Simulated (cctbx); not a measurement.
**Reading a Patterson map**

Space group Pbam (no. 55), a = 9.0750 Å, b = 10.5260 Å, c = 6.8830 Å, α = 90.00°, β = 90.00°, γ = 90.00°, content Eu4 Mn8 S20.

The data are simulated with cctbx, not measured: Mo Kα, λ = 0.71073 Å, to d = 0.77 Å, 95 % of the full sphere, strongest reflection 20000 counts, noise from counting, a 6 % proportional error and a noise floor of 8 counts (s.d.); no absorption.

Patterson synthesis from sharpened amplitudes, origin scaled to 1000:

```text
Patterson group P m m m
      u       v       w   height  length (A)
  0.000   0.000   0.000   1000.0     0.00
  0.500   0.145   0.000    462.9     4.79
  0.214   0.500   0.000    393.3     5.61
  0.287   0.352   0.000    218.7     4.53
  0.459   0.500   0.500    171.1     7.54
  0.240   0.000   0.500    162.9     4.07
  0.000   0.000   0.500    152.7     3.44
  0.141   0.329   0.254    119.8     4.09
  0.365   0.172   0.253    117.2     4.16
  0.000   0.272   0.000    116.6     2.86
  0.500   0.108   0.500    115.6     5.81
  0.263   0.169   0.500    108.9     4.55
  0.052   0.329   0.500    107.3     4.91
  0.000   0.254   0.500     93.9     4.36
```

**Question.** Which atom pairs make the peaks, and where is the heaviest atom?

A peak at u stands for all pairs with xi − xj = u, with weight Σ ZiZj against Σ Z² = 25996 at the origin. Peak heights follow these weights only roughly, since form factors, motion and series ripples differ, all vectors within 0.55 Å of a peak are counted as merged into it though the farther ones add only part of their weight, and F(000) is left out, which lowers the whole map:

| u | v | w | shortest length (Å) | height | 1000 ΣZiZj/ΣZ² | pairs in the cell |
| --- | --- | --- | --- | --- | --- | --- |
| 0.500 | 0.145 | 0.000 | 4.79 | 463 | 509 | 2 × Eu–Eu, 4 × Eu–S, 2 × Mn–Mn |
| 0.214 | 0.500 | 0.000 | 5.61 | 393 | 345 | 2 × Eu–Eu, 4 × S–S |
| 0.287 | 0.352 | 0.000 | 4.53 | 219 | 230 | 1 × Eu–Eu, 2 × Eu–S |
| 0.459 | 0.500 | 0.500 | 7.54 | 171 | 378 | 4 × Eu–Mn, 4 × Mn–Mn, 4 × S–S |
| 0.240 | 0.000 | 0.500 | 4.07 | 163 | 242 | 4 × Eu–Mn |
| 0.000 | 0.000 | 0.500 | 3.44 | 153 | 293 | 20 × S–S, 4 × Mn–Mn |
| 0.141 | 0.329 | 0.254 | 4.08 | 120 | 169 | 2 × Eu–Mn, 2 × Mn–Mn |
| 0.365 | 0.172 | 0.253 | 4.16 | 117 | 169 | 2 × Eu–Mn, 2 × Mn–Mn |
| 0.000 | 0.272 | 0.000 | 2.86 | 117 | 155 | 4 × Eu–S |
| 0.500 | 0.108 | 0.500 | 5.81 | 116 | 194 | 4 × Eu–S, 4 × S–S |

The table stops at ten peaks or at a height of 45, below which ripples compete. In the model behind the data Eu, the heaviest element, has 1 independent site: (0.3571, 0.6755, 0), up to an allowed shift of origin; the Eu–Eu vectors are differences of these positions and their symmetry mates. The whole model:

```
atom  mult.       x       y       z  Ueq (Å²)
 Eu1      4  0.3571  0.6755       0    0.0177
 Mn1      4  0.0941  0.8486     1/2    0.0202
 Mn2      4     1/2       0  0.2563    0.0241
  S1      4  0.3524  0.9483       0    0.0289
  S2      4  0.3487  0.9346     1/2    0.0340
  S3      4     1/2     1/2  0.2693    0.0360
  S4      8  0.9024  0.2859     1/4    0.0399
```

This is a model crystal, built by substitution and not relaxed, with assumed displacement parameters.

[Logs are printed without paths, hosts, clocks, repeated set-up lines and the standing remarks that a program may print on its own settings, such as how far it seeks lower states.]
